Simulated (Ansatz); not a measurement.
## RbNbS3 (model cell, started as cubic perovskite with Nb in the octahedra): phonons and vibrational spectra

Task: relax RbNbS3 (model cell, started as cubic perovskite with Nb in the octahedra), then find its harmonic phonons.

Method: DFT PBE, scalar-relativistic, plane waves, PAW; PAW set soft_1, in Ansatz 0.2.0.

Most raw output is cut from this account.

The structure was built from a prototype and need not be the compound's stable phase.

## Step 1: Starting point

It takes space group Pm-3m (No. 221, cubic). Conventional cell: a = 4.861 Å, b = 4.861 Å, c = 4.861 Å, α = 90.00°, β = 90.00°, γ = 90.00°. Nearest to Rb lie 12 S at 3.44 Å. Nearest to Nb lie 6 S at 2.43 Å. Nearest to S lie 2 Nb at 2.43 Å and 4 Rb at 3.44 Å. Farther neighbours and most contacts between anions are not listed.

As a file:

```cif
data_structure
_symmetry_space_group_name_H-M 'Pm-3m'
_symmetry_Int_Tables_number 221
_cell_length_a 4.8608
_cell_length_b 4.8608
_cell_length_c 4.8608
_cell_angle_alpha 90.000
_cell_angle_beta 90.000
_cell_angle_gamma 90.000
_cell_volume 114.85
loop_
_atom_site_label
_atom_site_type_symbol
_atom_site_symmetry_multiplicity
_atom_site_Wyckoff_symbol
_atom_site_fract_x
_atom_site_fract_y
_atom_site_fract_z
_atom_site_occupancy
Rb1 Rb 1 a 0.00000 0.00000 0.00000 1
Nb1 Nb 1 b 0.50000 0.50000 0.50000 1
S1 S 3 c 0.50000 0.50000 0.00000 1
```

## Step 2: Bringing the structure to rest

The cell and atoms are relaxed, since residual forces and stress would shift the frequencies.

input.yaml

```yaml
crystal:
  lattice:
    - [4.8608, 0.0, 0.0]
    - [0.0, 4.8608, 0.0]
    - [0.0, 0.0, 4.8608]
  atoms:
    - { symbol: Rb, position: [0.0, 0.0, 0.0] }
    - { symbol: Nb, position: [0.5, 0.5, 0.5] }
    - { symbol: S, position: [0.5, 0.5, 0.0] }
    - { symbol: S, position: [0.5, 0.0, 0.5] }
    - { symbol: S, position: [0.0, 0.5, 0.5] }
kpoints:
  mp_grid: { grid: [8, 8, 8] }
hamiltonian:
  xc: pbe
  pseudopotentials: { kind: paw, azcp: { folder: soft_1 } }
scf:
  occupations: { method: gaussian, width: 0.1 }
output:
  forces: true
  stress: true
  eigenvalues: true
relax:
  adjacent_minimum: "off"
  f_tol: 0.005
  max_steps: 80
  cell: { stress_tol: 0.05 }
```

Started as:

```sh
ansatz run input.yaml --threads 4 --pin off --max-ram 16384MiB --backend cpu --events-out ev --progress --plain --runs-dir out
```

Run time: 8.4 s. Hardware: 4 threads of Arm Neoverse V2, shared host; peak memory 0.46 GiB; 32 s of CPU time.

Relaxation path:

```
step  energy less that of the first step (eV)  largest force component (eV/Å)  pressure (GPa)  volume (Å³)
   1                                   0.0000                          0.0000            2.01       114.85
   2                                  -0.0174                          0.0000           -0.26       118.18
   3                                  -0.0177                          0.0000           -0.01       117.80
  4*                                  -0.0179                          0.0000           -0.01       117.80
```

Relaxation steps marked * repeat the geometry before them on a plane-wave basis chosen anew for their cell, so energy and pressure can jump there.

Forces are held to the 48 operations that the run works with; a distortion that breaks them can't arise in this run.

```
conventional cell, symmetrised  before  after  change
                         a (Å)   4.861  4.902  +0.8 %
                         b (Å)   4.861  4.902  +0.8 %
                         c (Å)   4.861  4.902  +0.8 %
              volume (Å³/atom)   22.97  23.56  +2.6 %
```

The relaxed structure:

```cif
data_structure
_symmetry_space_group_name_H-M 'P 1'
_symmetry_Int_Tables_number 1
_cell_length_a 4.9021
_cell_length_b 4.9021
_cell_length_c 4.9021
_cell_angle_alpha 90.000
_cell_angle_beta 90.000
_cell_angle_gamma 90.000
_cell_volume 117.80
loop_
_atom_site_label
_atom_site_type_symbol
_atom_site_fract_x
_atom_site_fract_y
_atom_site_fract_z
_atom_site_occupancy
Rb1 Rb 0.00000 0.00000 0.00000 1
Nb2 Nb 0.50000 0.50000 0.50000 1
S3 S 0.50000 0.50000 0.00000 1
S4 S 0.50000 0.00000 0.50000 1
S5 S 0.00000 0.50000 0.50000 1
```

Numbers from this step:

```
pressure          : -0.01119 GPa
volume per atom   : 23.56 Å³
gap on the k-mesh : 0 eV
```

In this step the volume went from 22.97 to 23.56 Å³/atom.

## Step 3: Tight relaxation

Phonons need a cell at rest on their own settings, so the relaxation is repeated with tight tolerances on forces and stress, using the mesh and the filling of the phonon run that follows.

input.yaml, the sections that differ from step 2:

```yaml
crystal:
  lattice:
    - [4.902068014, 0.0, 0.0]
    - [0.0, 4.902068014, 0.0]
    - [0.0, 0.0, 4.902068014]
  atoms:
    - { symbol: Rb, position: [0.0, 0.0, 0.0] }
    - { symbol: Nb, position: [0.5, 0.5, 0.5] }
    - { symbol: S, position: [0.5, 0.5, 0.0] }
    - { symbol: S, position: [0.5, 0.0, 0.5] }
    - { symbol: S, position: [0.0, 0.5, 0.5] }
scf:
  occupations: { method: methfessel_paxton, width: 0.2 }
relax:
  adjacent_minimum: "off"
  f_tol: 0.001
  max_steps: 60
  cell: { stress_tol: 0.01 }
# kpoints, hamiltonian, output: as in step 2
```

Wall time 6.6 s (4 threads); peak memory 0.46 GiB; 25 s of CPU time.

Little changed from the start: no atom moved by 0.005 Å and no cell edge by 0.1 %.

Numbers from this step:

```
pressure        : 0.002422 GPa
volume per atom : 23.55 Å³
```

The forces vanish by symmetry and the pressure is 0.002 GPa, within the tolerances set. The cell now holds 23.55 Å³/atom.

## Step 4: Zone-centre response

The zone centre comes first: it holds the modes that light can see, as far as symmetry allows. No field response is asked, since the mesh shows no gap.

input.yaml, the sections that differ from step 3:

```yaml
crystal:
  lattice:
    - [4.9016615543, 0.0, 0.0]
    - [0.0, 4.9016615543, 0.0]
    - [0.0, 0.0, 4.9016615543]
  atoms:
    - { symbol: Rb, position: [0.0, 0.0, 0.0] }
    - { symbol: Nb, position: [0.5, 0.5, 0.5] }
    - { symbol: S, position: [0.5, 0.5, 0.0] }
    - { symbol: S, position: [0.5, 0.0, 0.5] }
    - { symbol: S, position: [0.0, 0.5, 0.5] }
output:
  eigenvalues: true
phonons:
  method: dfpt
# kpoints, hamiltonian, scf: as in step 3
# relax: removed
```

It took 57 s on 4 threads; peak memory 1.4 GiB; 3.6 min of CPU time.

This step gave:

```yaml
sum_rule_residual_before_enforcement: 7.57e-5 eV/Å²
point_group: m-3m
highest_optical_mode_at_the_zone_centre_no_lo_to_term: 285.0 cm⁻¹
lowest_optical_zone_centre_mode: -58.89 cm⁻¹
```

Patterns of degenerate modes are one choice out of their space. The modes at Γ (shares of kinetic energy by element, %) (negative means imaginary):

```
mode  frequency (cm⁻¹)  symmetry  Rb %  Nb %  S %
   1             -58.9       T1u     6    63   31
   2             -58.9       T1u     6    63   31
   3             -58.9       T1u     6    63   31
   4               0.0  acoustic    31    34   35
   5               0.0  acoustic    31    34   35
   6               0.0  acoustic    31    34   35
   7              95.5       T1u    63     3   34
   8              95.5       T1u    63     3   34
   9              95.5       T1u    63     3   34
  10             141.5       T2u     0     0  100
  11             141.5       T2u     0     0  100
  12             141.5       T2u     0     0  100
  13             285.0       T1u     0     0  100
  14             285.0       T1u     0     0  100
  15             285.0       T1u     0     0  100
```

Displacements in mode 2 (-58.9 cm⁻¹), the largest set to 1:
```
Rb1 -0.31  0.01 -0.03
Nb2  1.00 -0.03  0.11
S3  -0.72  0.02 -0.07
S4  -0.72  0.02 -0.08
S5  -0.63  0.02 -0.08
```

Displacements in mode 13 (285.0 cm⁻¹), the largest set to 1:
```
Rb1  0.02  0.00  0.00
Nb2 -0.02  0.00  0.00
S3  -0.49  0.00  0.00
S4  -0.49  0.00  0.00
S5   1.00  0.00  0.00
```

Before it was imposed, the acoustic sum rule was missed by 7.6e-5 eV/Å². Small misses are needed for a sound result but don't prove that mesh and cutoff are converged. The lowest optical mode is imaginary, 58.9i cm⁻¹, so the energy falls along it.

## Step 5: The dispersion

Stability and thermal properties need the whole zone. Linear response on a 2×2×2 q mesh gives force constants as far as a supercell of that size would.

Changes to input.yaml since step 4:

```diff
@@ -22 +22,8 @@
   method: dfpt
+  qmesh: [2, 2, 2]
+  temperatures: { t_max: 1000, t_step: 50 }
+  qpath:
+    path:
+      - [[0.0, 0.0, 0.0], [0.0, 0.5, 0.0], [0.5, 0.5, 0.0], [0.0, 0.0, 0.0], [0.5, 0.5, 0.5], [0.0, 0.5, 0.0]]
+      - [[0.5, 0.5, 0.5], [0.5, 0.5, 0.0]]
+    npoints: 10
```

It took 4 min on 4 threads; peak memory 1.3 GiB.

Numbers from this step:

| Quantity | Value |
| --- | --- |
| sum-rule residual before enforcement | 4.73e-5 eV/Å² |
| lowest frequency on the path | -237.8 cm⁻¹ |
| highest frequency on the path or at a solved wavevector | 440.3 cm⁻¹ |
| lowest mode on the q mesh (acoustic modes at Γ apart) | -237.8 cm⁻¹ |

Frequencies (cm⁻¹) solved at each irreducible wavevector; negative means imaginary. Frequencies by wavevector, by row:

```
q in reciprocal lattice units  star  mode 1  mode 2  mode 3  mode 4  mode 13  mode 14  mode 15
                        0 0 0     1   -58.9   -58.9   -58.9       0      285      285      285
                     0 0 -0.5     3   -61.2   -61.2    71.4    71.4      272      272    373.4
                  0 -0.5 -0.5     3   -73.3   -71.5    67.6    70.6    217.6    253.4    412.7
               -0.5 -0.5 -0.5     1  -237.8  -237.8    60.7    60.7    214.8    214.8    440.3
```

Interpolated from a 2×2×2 q mesh. Phonon branches along the path, in cm⁻¹:

```
    point  branch 1  branch 2  branch 3  branch 4  branch 12  branch 13  branch 14  branch 15
        Γ       -59       -59       -59         0        142        285        285        285
  halfway       -56       -56        50        50        162        280        280        326
        X       -61       -61        71        71        228        272        272        374
  halfway       -66        64        68        73        202        226        264        396
        M       -73       -72        68        71        218        218        253        413
  halfway       -60        40        66        75        190        239        273        365
        Γ       -59       -59       -59         0        142        285        285        285
  halfway        40        40        74        88        192        217        217        400
        R      -238      -238        61        61        215        215        215        440
  halfway        39        47        70        73        197        203        224        422
        X       -61       -61        71        71        228        272        272        374
jump to R      -238      -238        61        61        215        215        215        440
  halfway      -176       -57        64        72        216        217        217        435
        M       -73       -72        68        71        218        218        253        413
```

Tetrahedra on a 14×14×14 mesh, mean over bins of 10 cm-1. Interpolated from a 2×2×2 q mesh. Phonon density of states against wavenumber; read off at these points:

```
wavenumber (cm⁻¹)  phonon density of states (1/cm⁻¹/cell)
             -235                                  1.2e-4
             -215                                  9.3e-4
             -195                                 0.00133
             -175                                 0.00159
             -165                                  0.0017
             -145                                 0.00191
             -125                                 0.00214
             -105                                  0.0022
              -85                                 0.00238
              -65                                 0.00816
              -55                                  0.0193
              -35                                  0.0114
              -15                                 0.00655
                5                                 0.00678
               25                                 0.00878
               45                                  0.0260
               55                                  0.0332
               75                                   0.169
               95                                  0.0566
              105                                  0.0674
              115                                  0.0543
              135                                  0.0531
              155                                  0.0614
              165                                  0.0593
              185                                  0.0464
              205                                  0.0669
              215                                  0.0692
              225                                  0.0378
              245                                  0.0164
              265                                  0.0261
              275                                  0.0206
              295                                  7.6e-4
              315                                 0.00164
              335                                 0.00261
              355                                 0.00423
              375                                 0.00878
              385                                  0.0104
              405                                  0.0137
              425                                  0.0105
              445                                  3.1e-4
```

The partial phonon density of states has structure finer than the step of the table below, so its rows give means over 20 cm⁻¹, whole bins alone (the curve runs from -238 to 463 cm⁻¹). Peaks (cm⁻¹: height): Nb -61.6: 0.0152, -21.9: 0.0106, 22.2: 0.00853, 101.6: 0.0303, 150.1: 0.0319, 185.4: 0.0208, 220.7: 0.0177; Rb 70.7: 0.129; S 101.6: 0.0557, 141.3: 0.0475, 207.4: 0.0527, 264.8: 0.0253, 410.3: 0.0137.

Phonopy on the run's constants, 11x11x11 mesh, Gaussian sigma 5.0 cm-1. Interpolated from a 2×2×2 q mesh. Partial phonon density of states against wavenumber; means over each step; values in 1/cm⁻¹/cell:

```
wavenumber (cm⁻¹)       Nb       Rb        S
             -220        0        0   8.8e-4
             -200        0        0  0.00108
             -180        0        0  0.00220
             -160        0        0  0.00123
             -140        0        0  0.00255
             -120   3.4e-6   3.4e-6   9.3e-4
             -100   1.1e-5   1.8e-5  0.00292
              -80  0.00159   2.7e-5  0.00320
              -60   0.0109   1.4e-4  0.00318
              -40  0.00403   1.9e-4  0.00233
              -20  0.00966   4.5e-4  0.00176
                0  0.00362   2.1e-4   2.9e-4
               20  0.00772  0.00166  0.00270
               40  0.00351  0.00986  0.00951
               60  0.00227   0.0460   0.0121
               80  0.00350   0.0689   0.0182
              100   0.0204   0.0166   0.0443
              120  0.00419  0.00279   0.0377
              140   0.0136  0.00100   0.0451
              160   0.0172   8.1e-4   0.0434
              180   0.0156   6.3e-4   0.0355
              200   0.0154   3.7e-4   0.0416
              220   0.0153   1.5e-4   0.0358
              240  0.00124   1.1e-5   0.0151
              260   3.2e-5   7.8e-6   0.0223
              280   1.5e-5   7.3e-6   0.0138
              300        0        0  0.00135
              320        0        0  0.00189
              340        0        0  0.00308
              360        0        0  0.00510
              380        0        0  0.00925
              400        0        0   0.0124
              420        0        0   0.0117
              440        0        0  0.00530
```

Symmetry leaves 4 wavevectors to solve. The lowest mode among them, the acoustic zeros apart, lies at q = (-0.5, -0.5, -0.5) and is imaginary, 237.8i cm⁻¹, so the energy falls along it.

## Step 6: Results

```json
{
  "space group after relaxation (within 0.01 Å)": "Pm-3m",
  "volume per atom": "23.6 Å³",
  "electronic character": "no gap on this mesh",
  "highest optical mode at the zone centre (no LO-TO term)": "285 cm⁻¹",
  "lowest optical zone-centre mode": "-58.9 cm⁻¹",
  "lowest mode on the q mesh (acoustic modes at Γ apart)": "-238 cm⁻¹",
  "highest frequency on the path or at a solved wavevector": "440 cm⁻¹",
  "imaginary modes on the 2×2×2 q mesh": "yes"
}
```

**Reading.** Modes are clearly imaginary (beyond 10i cm⁻¹) at 4 of the 4 irreducible wavevectors, most at q = (-0.5, -0.5, -0.5) (237.8i cm⁻¹), so this structure is not a minimum of the energy. The optical modes at Γ span -59 to 285 cm⁻¹ (negative means imaginary). The highest mode in this list at Γ, 285.0 cm⁻¹, is mostly motion of S (100 % of the kinetic energy). With no gap, or one that is small against the smearing, the frequencies hang on the k mesh and the smearing, most of all near Kohn anomalies. A phonon run warned that its eigensolver left some bands unconverged in a pass. The starting cell was built on a prototype and not taken from a measurement, so the phase need not exist. These are harmonic frequencies at zero temperature: anharmonic shifts, linewidths and thermal expansion are left out.

[Logs are printed without paths, hosts, clocks, repeated set-up lines and the standing remarks that a program may print on its own settings, such as how far it seeks lower states.]

[Hosts, paths, dates, database ids (printed as entryN), source tags and the programs' standing remarks are cut or masked in the printed files.]
